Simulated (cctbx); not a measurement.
# What is wrong with this refinement?

Cell a = 4.0660 Å, b = 12.5340 Å, c = 6.8540 Å, α = 90.00°, β = 90.00°, γ = 90.00°; space group Imm2 (no. 44).

The data are simulated with cctbx, not measured: Cu Kα, λ = 1.54184 Å, to d = 0.83 Å, 95 % of the full sphere, strongest reflection 70000 counts, noise from counting, a 4 % proportional error and a noise floor of 4 counts (s.d.); no absorption.

An anisotropic refinement with weights 1/σ² prints:

```text
Rint 0.027, 112 unique reflections to 1.30 A
cycle     R1     wR2    GooF  max shift (A)
   1  0.0104  0.0246   1.003   0.00769
  12  0.0094  0.0217   0.884   0.00090
final R1 0.0094 wR2 0.0217 GooF 0.884  parameters 26  data/parameter 4.3
atom        x        y        z      Ueq    occ   su(xyz)  su(Uiso or U11)
W1     0.50000  0.11631  0.47757   0.0107  1.000  0.00015  0.0006
Te1    0.50000  0.25747  0.17850   0.0096  1.000  0.00027  0.0007
Te2    0.50000  0.00000  0.84218   0.0140  1.000  0.00028  0.0011
Cr1    0.00000  0.12355  0.03294   0.0164  1.000  0.00058  0.0017
O1     0.00000  0.00000  0.33162   0.0257  1.000  0.00438  0.0117
difference map: max 0.19 min -0.35 rms 0.07
Q1    0.2219  0.0673  0.1121    8    0.19  1.27 A from Cr1
Q2    0.2658  0.1936  0.3686    8    0.17  1.55 A from W1
Q3    0.2453  0.0935  0.7831    8    0.16  1.62 A from Te2
Q4    0.2138  0.4242  0.1011    8    0.14  1.32 A from W1
Q5    0.0000  0.0000  0.9540    2    0.14  1.64 A from Cr1
Q6    0.1902  0.2201  0.5400    8    0.14  1.26 A from Te1
```

**Question.** Can this result stand? If not, what is the likely fault?

Mend it. The fault: data cut at low resolution. Against the right model at the same level, R1 goes from 0.0098 to 0.0094 and GooF from 0.90 to 0.88. The atoms are right, but there are too few data for the parameters: R1 flatters and the s.u.s grow. Data per parameter fall from 14.5 to 4.3.

The compound is Cr2Te3W2O. The right model at the same level gives:

```text
Rint 0.030, 378 unique reflections to 0.83 A
cycle     R1     wR2    GooF  max shift (A)
   1  0.0098  0.0248   0.917   0.00053
   2  0.0098  0.0245   0.904   0.00013
final R1 0.0098 wR2 0.0245 GooF 0.904  parameters 26  data/parameter 14.5
atom        x        y        z      Ueq    occ   su(xyz)  su(Uiso or U11)
W1     0.50000  0.11620  0.47784   0.0108  1.000  0.00004  0.0001
Te1    0.50000  0.25750  0.17850   0.0107  1.000  0.00006  0.0002
Te2    0.50000  0.00000  0.84199   0.0134  1.000  0.00008  0.0003
Cr1    0.00000  0.12329  0.03172   0.0170  1.000  0.00017  0.0005
O1     0.00000  0.00000  0.32823   0.0176  1.000  0.00132  0.0031
Flack x: -0.003(7)
Hooft y: -0.004(9)  Bijvoet pairs: 173
difference map: max 0.47 min -0.52 rms 0.12
Q1    0.0000  0.0000  0.9447    2    0.47  1.66 A from Cr1
Q2    0.0000  0.5000  0.4822    2    0.41  0.96 A from Te2
Q3    0.1151  0.1094  0.8320    8    0.37  1.46 A from Cr1
Q4    0.2722  0.0507  0.9857    8    0.37  1.47 A from Cr1
Q5    0.0919  0.0000  0.5063    4    0.36  1.28 A from O1
Q6    0.1297  0.0638  0.1602    8    0.34  1.27 A from Cr1
```

The model was made for the exercise: a known structure type with other elements put in, its volume estimated, not relaxed; displacement parameters are assumed.

[Middle refinement cycles are left out of these outputs.]

[Logs are printed without paths, hosts, clocks, repeated set-up lines and the standing remarks that a program may print on its own settings, such as how far it seeks lower states.]
